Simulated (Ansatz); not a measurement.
**OsCl2 (1T sheet): how robust is the cRPA U?**

Wanted: the sensitivity and cost of U and J for OsCl2 (1T sheet).

Program: Ansatz 0.2.0. Level of theory: constrained RPA on LDA, plane waves, PAW. Results are calculated unless marked as measured.

## 1. The structure

The cell holds 3 atoms: 1 Os and 2 Cl. Its edges and angles: a = 3.581 Å, b = 3.581 Å, c = 30.112 Å, α = 90.0°, β = 90.0°, γ = 120.0°. Vacuum lies along c.

The structure was relaxed with LDA. The structure was generated from a model, not taken from a measurement. The runs that relaxed it are not among those shown. The program's search for lower electronic states was switched off, so nothing shows that the state found is the lowest. Spin-orbit coupling is left out unless a step names it. The default PAW set here is soft_2. Its files were made with PBE; for other functionals the partial waves and projectors stay those of PBE. The Coulomb interaction is cut off across the vacuum.

## 2. Base: Os eg, bands c1 to c2, 6×6×1 mesh, medium accuracy

Constrained RPA screens the interaction with every transition except those inside the target bands, which a later many-body model would treat itself.

Input file input.yaml:

```yaml
crystal:
  lattice:
    - [0.0, 2.5319672, 2.5319672]
    - [2.5319672, -2.5319672, 0.0]
    - [17.38503569, 17.38503569, -17.38503569]
  atoms:
    - { symbol: Os, position: [0.0, 0.0, 0.3180797022] }
    - { symbol: Cl, position: [0.3333333333, 0.6666666667, 0.3556983137] }
    - { symbol: Cl, position: [0.6666666667, 0.3333333333, 0.2804610906] }
  periodic: [true, true, false]
kpoints:
  mp_grid: { grid: [6, 6, 1] }
hamiltonian:
  xc: lda
scf:
  occupations: { method: gaussian, width: 0.08 }
  n_extra_bands: 19
  max_iter: 150
  lower_state_search: "off"
output:
  crpa:
    kmesh: [6, 6, 1]
    target_bands: [c1, c2]
    projections: [{ species: Os, l: d, shell: 5, orbitals: [dz2, dx2-y2] }]
  local_orbitals:
    kmesh: [12, 12, 1]
    orbitals: [{ species: Os, l: d, shell: 5, orbitals: [dz2, dx2-y2] }]
    window: { bands: [c1, c2] }
    seedname: lo
```

Launch:

```
> ansatz run input.yaml --threads 4 --pin off --max-ram 14745MiB --backend cpu --events-out ev --progress --plain --runs-dir out
```

Numbers of over 12 decimals in the logs are rounded to 6 here.

The program printed:

```text
scf.n_extra_bands = 19 over 15 filled bands (N_el = 30.0): the run solves 34 bands
Engine: ansatz 0.2.0, aarch64-unknown-linux-gnu
Pseudopotentials: kind: paw
Pseudopotential: Os, paw, valence charge 16, recommended cutoff 420 eV (normal), Os.paw.azcp
Pseudopotential: Cl, paw, valence charge 7, recommended cutoff 420 eV (normal), Cl.paw.azcp
Functional definition: SPW92
  exchange = slater_x
  correlation = pw_c
Crystal: 3 atoms, lattice volume = 334.359 Å³
Basis set: ecut = 420 eV, 6455 PW (Γ)
Bands: 34, of which v1, the nominal top of the filled ones, is band 15 counted from 1 (14 counted from 0)
Symmetry: 12 space group operations
Space group: P-3m1 (ITA 164), of the structure as read, at distance tolerance 6.9e-5 Å
k-points: 7 of 36
Non-local potential: Os, projectors of the file, l = 0: 3, l = 1: 2, l = 2: 2, l = 3: 1
Non-local potential: Cl, projectors of the file, l = 0: 2, l = 1: 2, l = 2: 2
PAW form: soft (Blöchl's): semilocal exchange-correlation on the pseudo side does not see the compensation charge
PAW frozen core: Os, regenerated for the run's functional, and the local potential with it (the file was generated under x = pbe(κ = 0.804, μ = 0.219515), c = pbe(β = 0.066725))
PAW frozen core: Cl, regenerated for the run's functional, and the local potential with it (the file was generated under x = pbe(κ = 0.804, μ = 0.219515), c = pbe(β = 0.066725))
PAW one-centre angular grid: Os, 590 points (default); XC on 64 Gauss nodes
PAW one-centre angular grid: Cl, 110 points (default); XC on 64 Gauss nodes
Initial density: superposition of atomic densities (neutral atoms: chi_scale 0, normalization atom), corrected by the library's trained network
Initial wavefunctions: pseudopotential atomic-orbital guess
Functional: x = slater, c = lda
SCF iter   1: F=—  HF=-13206.174441 eV  |F-HF|=—  |Δ(HF+E_count)|=         —  Δρ=5.44e-3  dr2=5.51e-2  ethr=1.77e-3  ⟨swp⟩=11.3  Hψ=1900  notcnv=0  defer=54
preconditioner: auto → none  [insulator: Δε(μ)=1.411 eV  Ē_g=14.472 eV  σ=0.080 eV  W_gap=1.00  n_scr=16 (ndim 8)  ℏωp=9.5 eV  f_vac=0.804  D(μ)=0.00/eV (n_scr^D=0)  ε∞_Penn≈1.4]
SCF iter   2: F=—  HF=-13206.161060 eV  |F-HF|=—  |Δ(HF+E_count)|=   1.34e-2  Δρ=2.19e-3  dr2=6.78e-3  ethr=1.84e-4  ⟨swp⟩=3.1  Hψ=464  notcnv=0  defer=67
SCF iter   3: F=—  HF=-13206.161081 eV  |F-HF|=—  |Δ(HF+E_count)|=   2.14e-5  Δρ=1.03e-3  dr2=2.72e-3  ethr=2.26e-5  ⟨swp⟩=3.1  Hψ=274  notcnv=0  defer=67
SCF iter   4: F=—  HF=-13206.161158 eV  |F-HF|=—  |Δ(HF+E_count)|=   7.68e-5  Δρ=5.39e-4  dr2=1.48e-3  ethr=9.06e-6  ⟨swp⟩=2.9  Hψ=270  notcnv=0  defer=67
SCF iter   5: F=—  HF=-13206.160902 eV  |F-HF|=—  |Δ(HF+E_count)|=   2.56e-4  Δρ=1.08e-4  dr2=3.46e-5  ethr=4.95e-6  ⟨swp⟩=3.0  Hψ=227  notcnv=0  defer=67
SCF iter   6: F=—  HF=-13206.160916 eV  |F-HF|=—  |Δ(HF+E_count)|=   1.37e-5  Δρ=1.50e-5  dr2=4.80e-7  ethr=1.15e-7  ⟨swp⟩=3.1  Hψ=400  notcnv=0  defer=81
SCF iter   7: F=-13206.160917 eV  HF=-13206.160917 eV  |F-HF|=4.37e-8  |Δ(HF+E_count)|=   1.37e-6  Δρ=3.56e-6  dr2=3.23e-8  ethr=3.33e-10  ⟨swp⟩=23.3  Hψ=2238  notcnv=0
SCF 1 converged in 7 iterations: F = -13206.160917 eV  dr2 = 3.23e-8
[...]
NSCF: frozen V_eff on 22 k-points
NSCF: frozen V_eff on 7 k-points
[...]
cRPA screening: q 1/36
cRPA screening: q 2/36
cRPA screening: q 8/36 (q-point 3)
cRPA screening: q 14/36 (q-point 4)
cRPA screening: q 17/36 (q-point 8)
cRPA screening: q 23/36 (q-point 9)
cRPA screening: q 35/36 (q-point 15)
SCF converged after 7 iterations
Free energy (F): -13206.160917 eV
Harris-Foulkes:  -13206.160917 eV  (|F-HF|=4.37e-8)
Internal energy: -13206.160917 eV  (E = F + TS)
E sigma→0 (E₀):  -13206.160917 eV
Fermi energy:    -3.941044 eV
--- Per-component energies (eV) ---
  E_band       = -730.532244
  E_kinetic    = 894.432512
  E_local      = -49221.953170  (includes V_loc(G=0)·N_el)
  E_nonlocal   = 65.737613
  E_hartree    = 24136.149521
  E_xc         = -477.197815
  E_vxc        = -527.197508  (∫ρ·V_xc dr)
  E_paw        = -9999.246105  (= ΣΔE_a)
  E_vpaw       = -213.849946  (= ΣTr[D̂ρ^β])
  E_aug_tail   = 0.000125  (compensation charges beyond the density's cutoff)
  E_ewald      = 21395.172683
  E_core_change = 0.743717  (= ΣΔE_core)
  E_smearing   = -0.000000  (= −TS)
  E_closure    = -0.000000  (closes the sum)
  Σ components = -13206.160917   (vs F -13206.160917, Δ=0.00e0)
--- Band table (eV; the first three rows and the last of 7) ---
  k-point 0: bands = [... 11 lower, -8.9081, -6.4293, -6.4293, -4.9340, -2.2737, -2.2737, -1.4780 (-1.4780°), -0.5521 (-0.5525°), ... 15 higher]
  k-point 1: bands = [... 11 lower, -8.6923, -6.1949, -5.8229, -4.6906, -3.1914, -2.5767, -0.7345 (-0.7346°), -0.0469 (-0.0482°), ... 15 higher]
  k-point 2: bands = [... 11 lower, -8.9296, -6.1613, -5.3190, -4.9359, -3.0963, -2.5992, -0.2080 (-0.2080°), 0.8232 (0.8231°), ... 15 higher]
  k-point 6: bands = [... 11 lower, -9.9659, -5.9559, -5.0435, -5.0435, -2.8518, -2.8518, 1.1639, 2.3890, ... 15 higher]
  ° read free of the cell's end (the report's vacuum.weakly_bound_levels)
  °? not known for the slab's own: over its row's bound_up_to_ev there, or no deeper under its free states than its continued_xc_part_ev in size
--- cRPA (band scheme, projected local orbitals): target bands 16..17 (1-based), 2 Wannier function(s), 6×6×1 mesh, 34 bands' worth read of 39 solved, ecut_chi 136.0 eV, v(q+G=0) probe_charge, pair densities all_electron ---
  χ-basis size per q: N_G = 1182..1236
  window electrons = 0.0000, filled by tetrahedron_uncorrected; constrained ε̄⁻¹(q = 0, 0) head = 0.601038; min gauge Gram eig = 0.4790
  Kanamori averages over each shell's own Wannier functions (sites counted from 0, functions from 1):
    Site 0, 5D, 2 of 5 d orbitals (Wannier functions 1, 2; wannier90's mr 1, 4):
      screened: U = 2.4110 eV, U' = 1.9273 eV, J = 0.2419 eV
      screened, to within: U = 5.3e-3 eV, U' = 5.3e-3 eV, J = 5.3e-4 eV
      bare: V = 9.0105 eV, V' = 8.1948 eV, J = 0.4078 eV
  Hermiticity witness max|P − P†| over intra, direct and exchange elements: 1.33e-14 eV (screened), 7.24e-18 eV (bare)
  Reality witness max|Im| over intra, direct and exchange elements: 3.91e-17 eV (screened), 7.78e-18 eV (bare)
```

Run time: 70 s. Hardware: 4 threads of Arm Neoverse V1, shared host; peak memory 1.8 GiB.

Numbers from this step:

| Property | Result |
| --- | --- |
| U | 2.411 eV |
| U prime (inter-orbital) | 1.927 eV |
| J | 0.2419 eV |
| bare V | 9.010 eV |
| bare J | 0.4078 eV |
| stated bound on U | 0.005265 eV |
| U over bare V | 0.2676 |
| electrons in the window | 0 |
| head of the constrained inverse dielectric matrix | 0.6010 |
| least eigenvalue of the projection's overlap | 0.4790 |
| target functions | 2 |
| bands in the sums | 34 |
| r.m.s. miss of the model bands | 0.001183 eV |
| width of the target bands | 1.106 eV |
| weight of the projected orbitals in the window | 0.5984 |

On the Os eg shell, screening brings the on-site interaction from 9.0 eV down to U = 2.41 eV.

## 3. Changed: 9×9×1 mesh

input.yaml, as its differences from that of step 2:

```diff
@@ -21,9 +21,4 @@
   crpa:
-    kmesh: [6, 6, 1]
+    kmesh: [9, 9, 1]
     target_bands: [c1, c2]
     projections: [{ species: Os, l: d, shell: 5, orbitals: [dz2, dx2-y2] }]
-  local_orbitals:
-    kmesh: [12, 12, 1]
-    orbitals: [{ species: Os, l: d, shell: 5, orbitals: [dz2, dx2-y2] }]
-    window: { bands: [c1, c2] }
-    seedname: lo
```

The program printed:

```text
[...]
Crystal: 3 atoms, lattice volume = 334.359 Å³
Basis set: ecut = 420 eV, 6455 PW (Γ)
Bands: 34, of which v1, the nominal top of the filled ones, is band 15 counted from 1 (14 counted from 0)
Symmetry: 12 space group operations
[...]
k-points: 7 of 36
[...]
SCF iter   1: F=—  HF=-13206.174441 eV  |F-HF|=—  |Δ(HF+E_count)|=         —  Δρ=5.44e-3  dr2=5.51e-2  ethr=1.77e-3  ⟨swp⟩=11.3  Hψ=1900  notcnv=0  defer=54
[...]
SCF iter   7: F=-13206.160917 eV  HF=-13206.160917 eV  |F-HF|=4.37e-8  |Δ(HF+E_count)|=   1.37e-6  Δρ=3.56e-6  dr2=3.23e-8  ethr=3.33e-10  ⟨swp⟩=23.3  Hψ=2238  notcnv=0
SCF 1 converged in 7 iterations: F = -13206.160917 eV  dr2 = 3.23e-8
[...]
NSCF: frozen V_eff on 12 k-points
[...]
cRPA screening: q 1/81
cRPA screening: q 2/81
cRPA screening: q 8/81 (q-point 3)
cRPA screening: q 14/81 (q-point 4)
cRPA screening: q 20/81 (q-point 5)
[...]
Internal energy: -13206.160917 eV  (E = F + TS)
E sigma→0 (E₀):  -13206.160917 eV
Fermi energy:    -3.941044 eV
[...]
--- Band table (eV; the first three rows and the last of 7) ---
  k-point 0: bands = [... 11 lower, -8.9081, -6.4293, -6.4293, -4.9340, -2.2737, -2.2737, -1.4780 (-1.4780°), -0.5521 (-0.5525°), ... 15 higher]
  k-point 1: bands = [... 11 lower, -8.6923, -6.1949, -5.8229, -4.6906, -3.1914, -2.5767, -0.7345 (-0.7346°), -0.0469 (-0.0482°), ... 15 higher]
  k-point 2: bands = [... 11 lower, -8.9296, -6.1613, -5.3190, -4.9359, -3.0963, -2.5992, -0.2080 (-0.2080°), 0.8232 (0.8231°), ... 15 higher]
  k-point 6: bands = [... 11 lower, -9.9659, -5.9559, -5.0435, -5.0435, -2.8518, -2.8518, 1.1639, 2.3890, ... 15 higher]
  ° read free of the cell's end (the report's vacuum.weakly_bound_levels)
[...]
χ-basis size per q: N_G = 1180..1238
[...]
Site 0, 5D, 2 of 5 d orbitals (Wannier functions 1, 2; wannier90's mr 1, 4):
      screened: U = 2.4001 eV, U' = 1.9181 eV, J = 0.2410 eV
      screened, to within: U = 5.3e-3 eV, U' = 5.3e-3 eV, J = 5.2e-4 eV
      bare: V = 8.9628 eV, V' = 8.1501 eV, J = 0.4063 eV
[...]
[key lines of the parts left out:]
SCF converged after 7 iterations
Free energy (F): -13206.160917 eV
```

Wall time 2.9 min (4 threads); peak memory 2 GiB.

Numbers from this step:

```
U                                                 : 2.400 eV
U prime (inter-orbital)                           : 1.918 eV
J                                                 : 0.2410 eV
bare V                                            : 8.963 eV
bare J                                            : 0.4063 eV
stated bound on U                                 : 0.005207 eV
U over bare V                                     : 0.2678
electrons in the window                           : 0
head of the constrained inverse dielectric matrix : 0.6159
least eigenvalue of the projection's overlap      : 0.4637
target functions                                  : 2
bands in the sums                                 : 34
width of the target bands                         : 1.106 eV
weight of the projected orbitals in the window    : 0.5984
```

On the Os eg shell, screening brings the on-site interaction from 9.0 eV down to U = 2.40 eV.

## 4. Changed: 3×3×1 mesh

input.yaml, as its differences from that of step 3:

```diff
@@ -21,3 +21,3 @@
   crpa:
-    kmesh: [9, 9, 1]
+    kmesh: [3, 3, 1]
     target_bands: [c1, c2]
```

The program printed:

```text
[...]
Crystal: 3 atoms, lattice volume = 334.359 Å³
Basis set: ecut = 420 eV, 6455 PW (Γ)
Bands: 34, of which v1, the nominal top of the filled ones, is band 15 counted from 1 (14 counted from 0)
Symmetry: 12 space group operations
[...]
k-points: 7 of 36
[...]
° read free of the cell's end (the report's vacuum.weakly_bound_levels)
[...]
χ-basis size per q: N_G = 1182..1215
[...]
Site 0, 5D, 2 of 5 d orbitals (Wannier functions 1, 2; wannier90's mr 1, 4):
      screened: U = 2.4609 eV, U' = 1.9560 eV, J = 0.2525 eV
      screened, to within: U = 5.3e-3 eV, U' = 5.3e-3 eV, J = 5.8e-4 eV
      bare: V = 9.3841 eV, V' = 8.5399 eV, J = 0.4221 eV
[...]
[key lines of the parts left out:]
SCF converged after 7 iterations
Free energy (F): -13206.160917 eV
Fermi energy:    -3.941044 eV
```

Run time: 23 s. Hardware: 4 threads; peak memory 1.6 GiB; 82 s of CPU time.

Numbers from this step:

```yaml
u: 2.461 eV
u_prime_inter_orbital: 1.956 eV
j: 0.2525 eV
bare_v: 9.384 eV
bare_j: 0.4221 eV
stated_bound_on_u: 0.005285 eV
u_over_bare_v: 0.2622
electrons_in_the_window: 0
head_of_the_constrained_inverse_dielectric_matrix: 0.5724
least_eigenvalue_of_the_projection_s_overlap: 0.4790
target_functions: 2
bands_in_the_sums: 34
width_of_the_target_bands: 1.106 eV
weight_of_the_projected_orbitals_in_the_window: 0.5984
```

On the Os eg shell, screening brings the on-site interaction from 9.4 eV down to U = 2.46 eV.

## 5. Changed: sums over states

input.yaml, as its differences from that of step 4:

```diff
@@ -21,4 +21,7 @@
   crpa:
-    kmesh: [3, 3, 1]
+    kmesh: [6, 6, 1]
     target_bands: [c1, c2]
     projections: [{ species: Os, l: d, shell: 5, orbitals: [dz2, dx2-y2] }]
+    accuracy: sum_over_states
+    n_empty_bands: 15
+    ecut_chi: 136
```

The program printed:

```text
[...]
Crystal: 3 atoms, lattice volume = 334.359 Å³
Basis set: ecut = 420 eV, 6455 PW (Γ)
Bands: 34, of which v1, the nominal top of the filled ones, is band 15 counted from 1 (14 counted from 0)
Symmetry: 12 space group operations
[...]
k-points: 7 of 36
[...]
χ-basis size per q: N_G = 1182..1236
[...]
U and J over all bands: no bound (output.crpa.accuracy: sum_over_states); those below are of the sums over the bands read on the sphere of ecut_chi, with what the atoms add
[...]
Site 0, 5D, 2 of 5 d orbitals (Wannier functions 1, 2; wannier90's mr 1, 4):
      screened: U = 2.6249 eV, U' = 2.0445 eV, J = 0.2902 eV
      bare: V = 9.0105 eV, V' = 8.1948 eV, J = 0.4078 eV
[...]
[key lines of the parts left out:]
SCF converged after 7 iterations
Free energy (F): -13206.160917 eV
Fermi energy:    -3.941044 eV
```

The job ended after 9.4 s (4 threads; peak memory 0.68 GiB; 33 s of CPU time).

This variant gives U = 2.62 eV against 2.41 eV. It is a finite sum over empty states with no bound on its error and stays out of the table below.

## 6. Changed: accuracy low

input.yaml, as its differences from that of step 5:

```diff
@@ -24,4 +24,2 @@
     projections: [{ species: Os, l: d, shell: 5, orbitals: [dz2, dx2-y2] }]
-    accuracy: sum_over_states
-    n_empty_bands: 15
-    ecut_chi: 136
+    accuracy: low
```

The program printed:

```text
[...]
Crystal: 3 atoms, lattice volume = 334.359 Å³
Basis set: ecut = 420 eV, 6455 PW (Γ)
Bands: 34, of which v1, the nominal top of the filled ones, is band 15 counted from 1 (14 counted from 0)
Symmetry: 12 space group operations
[...]
k-points: 7 of 36
[...]
° read free of the cell's end (the report's vacuum.weakly_bound_levels)
[...]
χ-basis size per q: N_G = 1182..1236
[...]
Site 0, 5D, 2 of 5 d orbitals (Wannier functions 1, 2; wannier90's mr 1, 4):
      screened: U = 2.4038 eV, U' = 1.9223 eV, J = 0.2407 eV
      screened, to within: U = 7.0e-2 eV, U' = 7.0e-2 eV, J = 5.7e-3 eV
      bare: V = 9.0105 eV, V' = 8.1948 eV, J = 0.4078 eV
[...]
[key lines of the parts left out:]
SCF converged after 7 iterations
Free energy (F): -13206.160917 eV
Fermi energy:    -3.941044 eV
```

It took 43 s on 4 threads; peak memory 1.7 GiB; 2.6 min of CPU time.

This step gave:

```
U                                                 : 2.404 eV
U prime (inter-orbital)                           : 1.922 eV
J                                                 : 0.2407 eV
bare V                                            : 9.010 eV
bare J                                            : 0.4078 eV
stated bound on U                                 : 0.06927 eV
U over bare V                                     : 0.2668
electrons in the window                           : 0
head of the constrained inverse dielectric matrix : 0.6009
least eigenvalue of the projection's overlap      : 0.4790
target functions                                  : 2
bands in the sums                                 : 34
width of the target bands                         : 1.106 eV
weight of the projected orbitals in the window    : 0.5984
```

On the Os eg shell, screening brings the on-site interaction from 9.0 eV down to U = 2.40 eV.

## 7. Changed: a wide Fermi-Dirac smearing

input.yaml, as its differences from that of step 6:

```diff
@@ -15,3 +15,3 @@
 scf:
-  occupations: { method: gaussian, width: 0.08 }
+  occupations: { method: fermi_dirac, width: 1.0 }
   n_extra_bands: 19
@@ -24,2 +24 @@
     projections: [{ species: Os, l: d, shell: 5, orbitals: [dz2, dx2-y2] }]
-    accuracy: low
```

The program printed:

```text
scf.n_extra_bands = 19 over 15 filled bands (N_el = 30.0): the run solves 34 bands
Engine: ansatz 0.2.0, aarch64-unknown-linux-gnu
Pseudopotentials: kind: paw
Pseudopotential: Os, paw, valence charge 16, recommended cutoff 420 eV (normal), Os.paw.azcp
Pseudopotential: Cl, paw, valence charge 7, recommended cutoff 420 eV (normal), Cl.paw.azcp
Functional definition: SPW92
  exchange = slater_x
  correlation = pw_c
Crystal: 3 atoms, lattice volume = 334.359 Å³
Basis set: ecut = 420 eV, 6455 PW (Γ)
[...]
Error: refused after 7 iterations: slab_electrons_in_vacuum = 1.99e-4 (threshold 1.00e-6); electrons that its smearing lays highest leave the slab for the vacuum on both its sides, from a quarter of the vector that does not repeat out to the cut: the least energy of a wave there at their k-point stands 5.2 eV under their level, and 1.99e-4 e/Å² of theirs stand a quarter out or further, so that the energy and levels can hang on that vector's length. Under a cutoff below the recommended one the basis itself can leave a density there or draw electrons out: first raise basis.ecutwfc. Narrow scf.occupations.width, or fill by another scf.occupations.method. [rest of the remark cut]
```

Run time: 2.2 s. Hardware: 4 threads; peak memory 0.57 GiB.

Residual by cycle:

cycle, log10 residual and a bar from the least value:
```
        1       -0.3 ##############################
        2       -1.3 ##########################
        3       -1.7 ########################
        4       -3.0 ###################
        5       -4.1 ###############
        6       -5.9 #######
        7       -7.8
```

The run ended with an error.

After 7 cycles the residual stands at 1.7e-8.

The program's message: “Error: refused after 7 iterations: slab_electrons_in_vacuum = 1.99e-4 (threshold 1.00e-6); electrons that its smearing lays highest leave the slab for the vacuum on both its sides, from a quarter of t …”

The fault put into this input: a wide Fermi-Dirac smearing.

(Part 1 of 2 ends here.)

[Paths, hosts, dates, memory and timing lines, banners, echoed tables and standing remarks are left out of the program output.]

[Logs are printed without paths, hosts, clocks, repeated set-up lines and the standing remarks that a program may print on its own settings, such as how far it seeks lower states.]

[Runs of the session that timed out or met a known fault of the program may be left out.]

[Hosts, paths, dates, database ids (printed as entryN), source tags and the programs' standing remarks are cut or masked in the printed files.]
